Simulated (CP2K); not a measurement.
Methylthioallene has these distinct C atoms: C1 (bonded to C and 2 H), C2 (bonded to 2 C), C3 (bonded to C, S and H) and C5 (bonded to S and 3 H).

```xyz
11

C     1.8332    0.9377   -0.0264
C     1.1099   -0.0577    0.4289
C     0.3886   -1.0544    0.8904
S    -1.3023   -1.4046    0.5403
C    -1.7156   -0.0449   -0.5722
H     1.8938    1.8923    0.5042
H     2.4154    0.8499   -0.9479
H     0.8277   -1.7856    1.5746
H    -2.7689   -0.1787   -0.8459
H    -1.5875    0.9222   -0.0700
H    -1.0943   -0.0762   -1.4759
```

Their partial C K spectra (CP2K XAS_TDP, all-electron GAPW, PBEh(45%), aug-cc-pVDZ, TDA, GW2X-corrected core level, no relativity) are given in random order, each times the number of alike atoms.

Gaussian full width 0.5 eV, oscillator strength per eV, alike atoms added, rows of zeros left out:

| E (eV) | curve 1 | curve 2 | curve 3 | curve 4 |
| --- | --- | --- | --- | --- |
| 286.25 | 0.001 | 0.000 | 0.000 | 0.000 |
| 286.50 | 0.018 | 0.000 | 0.000 | 0.000 |
| 286.75 | 0.078 | 0.001 | 0.000 | 0.000 |
| 287.00 | 0.096 | 0.018 | 0.000 | 0.000 |
| 287.25 | 0.088 | 0.072 | 0.000 | 0.001 |
| 287.50 | 0.095 | 0.074 | 0.000 | 0.012 |
| 287.75 | 0.034 | 0.019 | 0.000 | 0.065 |
| 288.00 | 0.003 | 0.001 | 0.000 | 0.088 |
| 288.25 | 0.000 | 0.000 | 0.000 | 0.030 |
| 288.50 | 0.000 | 0.000 | 0.000 | 0.004 |
| 288.75 | 0.000 | 0.000 | 0.000 | 0.010 |
| 289.00 | 0.000 | 0.000 | 0.000 | 0.025 |
| 289.25 | 0.000 | 0.001 | 0.002 | 0.016 |
| 289.50 | 0.000 | 0.005 | 0.021 | 0.003 |
| 289.75 | 0.000 | 0.010 | 0.063 | 0.000 |
| 290.00 | 0.000 | 0.008 | 0.047 | 0.001 |
| 290.25 | 0.000 | 0.007 | 0.017 | 0.006 |
| 290.50 | 0.000 | 0.004 | 0.020 | 0.014 |
| 290.75 | 0.001 | 0.001 | 0.023 | 0.011 |
| 291.00 | 0.002 | 0.005 | 0.031 | 0.005 |
| 291.25 | 0.002 | 0.021 | 0.066 | 0.002 |
| 291.50 | 0.001 | 0.023 | 0.061 | 0.009 |
| 291.75 | 0.002 | 0.007 | 0.022 | 0.029 |
| 292.00 | 0.005 | 0.006 | 0.011 | 0.038 |
| 292.25 | 0.007 | 0.012 | 0.010 | 0.018 |
| 292.50 | 0.005 | 0.008 | 0.009 | 0.010 |
| 292.75 | 0.003 | 0.004 | 0.011 | 0.011 |
| 293.00 | 0.004 | 0.007 | 0.019 | 0.014 |
| 293.25 | 0.003 | 0.021 | 0.026 | 0.022 |
| 293.50 | 0.004 | 0.050 | 0.022 | 0.024 |
| 293.75 | 0.005 | 0.041 | 0.018 | 0.017 |
| 294.00 | 0.007 | 0.011 | 0.026 | 0.014 |
| 294.25 | 0.014 | 0.005 | 0.030 | 0.012 |
| 294.50 | 0.014 | 0.005 | 0.014 | 0.010 |
| 294.75 | 0.010 | 0.003 | 0.004 | 0.006 |
| 295.00 | 0.005 | 0.004 | 0.003 | 0.005 |
| 295.25 | 0.003 | 0.008 | 0.003 | 0.004 |
| 295.50 | 0.004 | 0.011 | 0.003 | 0.003 |
| 295.75 | 0.004 | 0.008 | 0.004 | 0.003 |

Q: Which curve belongs to which atom?

Curve 1: C2 (bonded to 2 C), leading line at 286.89 eV (f = 0.051 an atom), ionisation energy 292.10 eV, term value 5.21 eV. Curve 2: C1 (bonded to C and 2 H), leading line at 287.38 eV (f = 0.046 an atom), ionisation energy 292.30 eV, term value 4.92 eV. Curve 3: C5 (bonded to S and 3 H), leading line at 289.82 eV (f = 0.035 an atom), ionisation energy 292.63 eV, term value 2.81 eV. Curve 4: C3 (bonded to C, S and H), leading line at 287.93 eV (f = 0.050 an atom), ionisation energy 292.44 eV, term value 4.51 eV. The leading line of an atom is its first one with 35 % of the strongest within 2.5 eV of its lowest line over the strength cut. A line lies at the core ionisation energy, which rises as an atom loses charge to its neighbours or to a π system, less the term value, which is large for a low π* or σ* orbital with weight on that atom.

[Banner, clock and machine lines of the logs are left out without a mark of their own.]

[Logs are printed without paths, hosts, clocks, repeated set-up lines and the standing remarks that a program may print on its own settings, such as how far it seeks lower states.]

[Hosts, paths, dates, database ids (printed as entryN), source tags and the programs' standing remarks are cut or masked in the printed files.]
